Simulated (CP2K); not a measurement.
Consider sulfur tetrafluoride at its PBE geometry (Å).

```xyz
5

F    -0.3695   -0.0009    1.6906
S    -0.4401    0.0000   -0.0001
F    -0.3695    0.0012   -1.6907
F     0.5897    1.1975    0.0004
F     0.5894   -1.1978   -0.0002
```

Method: CP2K XAS_TDP, all-electron GAPW, PBEh(45%), aug-cc-pVTZ, TDA, ZORA, spin–orbit coupling.

**Question.** Where do the S L₂,₃-edge lines lie, and how strong are they?

Leading lines: S2 165.83 eV. The leading line of an atom is its first one with 35 % of the strongest within 2.5 eV of its lowest line over the strength cut. 

The first six lines of each atom with a strength over 0.0003:

```
              atom  energy (eV)  states  strength, one atom
S2 (bonded to 4 F)       165.83       2              0.0022
                         166.16       1              0.0016
                         166.86       1              0.0023
                         167.39       1              0.0055
                         167.85       1              0.0004
                         168.38       1              0.0020
```

Lines are vertical, at one geometry, with no vibrational structure. Without a correction of the core level, line positions, and the gaps between valence and Rydberg lines, follow the share of exact exchange. Rydberg lines, and the discretised continuum above threshold, depend on the basis and the box.

[Banner, clock and machine lines of the logs are left out without a mark of their own.]

[Logs are printed without paths, hosts, clocks, repeated set-up lines and the standing remarks that a program may print on its own settings, such as how far it seeks lower states.]

[Hosts, paths, dates, database ids (printed as entryN), source tags and the programs' standing remarks are cut or masked in the printed files.]
